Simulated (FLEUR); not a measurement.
Computed results, one entry a study.

```json
{"subject": "Collinear magnetic orders of MnS with FLEUR", "lattice_ang": [[0.0, 2.6045, 2.6045], [2.6045, 0.0, 2.6045], [5.209, 5.209, 0.0]], "atoms": [["Mn", 0.0, 0.0, 0.0], ["Mn", 0.0, 0.0, 0.5], ["S", 0.5, 0.5, 0.25], ["S", 0.5, 0.5, 0.75]], "method": "LDA (VWN) with U = 4 eV on Mn d; all-electron FLAPW, Dirac cores, scalar-relativistic bands (and 1 further level or step)", "program": "FLEUR MaX-R8.1", "settings_of_one_run": "kmax 3.97 1/bohr, gmax 11.9 1/bohr, muffin tin radii Mn: 2.8, S: 1.89 bohr, lmax Mn: [10, 8], S: [8, 6], hist occupations, smearing width 0.05 eV, mixer Anderson, mixing 0.05, max iterations 130, stop 0.0001 me/bohr³, collinear spin, 8×8×4 k-mesh, double counting FLL, mesh matched on, starting moments 4.5 -4.5 0 0 μB", "cost": "5 runs, 9 min in all on 4 MPI ranks of Intel Xeon Platinum 8488C (Sapphire Rapids), shared host (the runs of this entry)", "notes": "The database entry behind the starting cell differs from later determinations by our own check (an axis about 0.2 % short against later determinations). This is the lowest of 3 finished starts, no proof of the ground state.", "results": {"lowest_state_found": "antiferromagnetic (initial antiferro q=(0,0,1/2) +-)", "largest_site_spin_moment": "4.60 μB", "next_finished_state": "antiferromagnetic, 39.5 meV a seeded atom higher", "orbital_moment_on_the_atom_of_largest_spin_along_its_spin_spin_orbit_run": "0.00279 μB"}}
```

[Logs and program files are shortened in this print: banners, set-up blocks, solver, clock and traceback lines can be left out without a mark of their own.]

[Logs are printed without paths, hosts, clocks, repeated set-up lines and the standing remarks that a program may print on its own settings, such as how far it seeks lower states.]

[Hosts, paths, dates, database ids (printed as entryN), source tags and the programs' standing remarks are cut or masked in the printed files.]

[Where a cell is said to come from a database of computed structures, the database is the Materials Project.]
